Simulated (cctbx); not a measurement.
# Occupancies in Mn2NiS4

Cell a = 10.9180 Å, b = 3.6360 Å, c = 12.6240 Å, α = 90.00°, β = 90.00°, γ = 90.00°; space group Pnma (no. 62); nominal formula Mn2NiS4.

The data are simulated with cctbx, not measured: Mo Kα, λ = 0.71073 Å, to d = 0.75 Å, 50 % of the full sphere, strongest reflection 20000 counts, noise from counting, a 3 % proportional error and a noise floor of 15 counts (s.d.); no absorption.

With every site full:

```text
Rint 0.033, 699 unique reflections to 0.75 A
cycle     R1     wR2    GooF  max shift (A)
   1  0.1519  0.3290   9.650   0.00314
   2  0.0445  0.1137   3.335   0.00001
final R1 0.0445 wR2 0.1137 GooF 3.335  parameters 42  data/parameter 16.6
atom        x        y        z      Ueq    occ   su(xyz)  su(Uiso or U11)
Ni1    0.74832  0.75000  0.84741   0.0047  1.000  0.00011  0.0005
Mn1    0.43461  0.75000  0.88637   0.0051  1.000  0.00013  0.0006
Mn2    0.08477  0.25000  0.89408   0.0198  1.000  0.00016  0.0009
S1     0.78503  0.25000  0.67817   0.0049  1.000  0.00022  0.0010
S2     0.38191  0.25000  0.53013   0.0052  1.000  0.00020  0.0010
S3     0.98035  0.25000  0.21683   0.0070  1.000  0.00021  0.0010
S4     0.09682  0.25000  0.57356   0.0078  1.000  0.00020  0.0010
difference map: max 1.44 min -3.46 rms 0.38
Q1    0.2304  0.7500  0.6331    4    1.46  0.31 A from Ni1
Q2    0.0869  0.2500  0.5659    4    1.36  0.15 A from S4
Q3    0.0832  0.2500  0.3714    4    1.33  0.27 A from Mn1
Q4    0.2186  0.7500  0.2999    4    1.32  0.28 A from S1
Q5    0.0478  0.7500  0.7880    4    1.13  0.31 A from S3
Q6    0.0936  0.7500  0.0512    4    1.09  0.38 A from S2
```

With the occupancies of the suspect sites free, each still typed as its main element:

```text
Rint 0.033, 699 unique reflections to 0.75 A
cycle     R1     wR2    GooF  max shift (A)
   1  0.1113  0.2501   7.341   0.00232
   6  0.0151  0.0321   0.944   0.00001
final R1 0.0152 wR2 0.0321 GooF 0.943  parameters 43  data/parameter 16.3
atom        x        y        z      Ueq    occ   su(xyz)  su(Uiso or U11)
Ni1    0.74829  0.75000  0.84734   0.0071  1.000  0.00003  0.0002
Mn1    0.43452  0.75000  0.88627   0.0075  1.000  0.00004  0.0002
Mn2    0.08474  0.25000  0.89414   0.0079  0.750  0.00005  0.0003
S1     0.78503  0.25000  0.67833   0.0071  1.000  0.00006  0.0003
S2     0.38196  0.25000  0.53026   0.0074  1.000  0.00006  0.0003
S3     0.98005  0.25000  0.21673   0.0090  1.000  0.00006  0.0003
S4     0.09698  0.25000  0.57351   0.0101  1.000  0.00005  0.0003
su of occupancy Mn2: 0.003
difference map: max 0.62 min -0.64 rms 0.16
Q1    0.2266  0.7500  0.2340    4    0.65  1.11 A from S1
Q2    0.1470  0.2500  0.0292    4    0.62  1.84 A from Mn2
Q3    0.0601  0.5961  0.6657    8    0.61  1.62 A from Mn1
Q4    0.0174  0.2500  0.1681    4    0.60  0.74 A from S3
Q5    0.0991  0.7500  0.9829    4    0.60  0.63 A from S2
Q6    0.1020  0.7500  0.9337    4    0.58  1.23 A from S2
```

**Question.** What is the disorder?

X-rays count electrons. Mn2 refines to 0.750(0.003), or 18.8 electrons; the site truly holds 0.75 Mn, 18.8 electrons, which is 0.750 of Mn. A value under 1 can't tell vacancies from a lighter guest, and one over 1 needs a heavier guest; chemistry or a second radiation must settle which. Occupancy correlates with U and the scale, so the match is approximate.

Freeing them takes R1 from 0.0445 to 0.0152 and GooF from 3.33 to 0.94.

The model is made up (kin elements in a known structure type, no relaxation), so it says nothing on whether the phase exists.

[Middle refinement cycles are left out of these outputs.]

[Logs are printed without paths, hosts, clocks, repeated set-up lines and the standing remarks that a program may print on its own settings, such as how far it seeks lower states.]
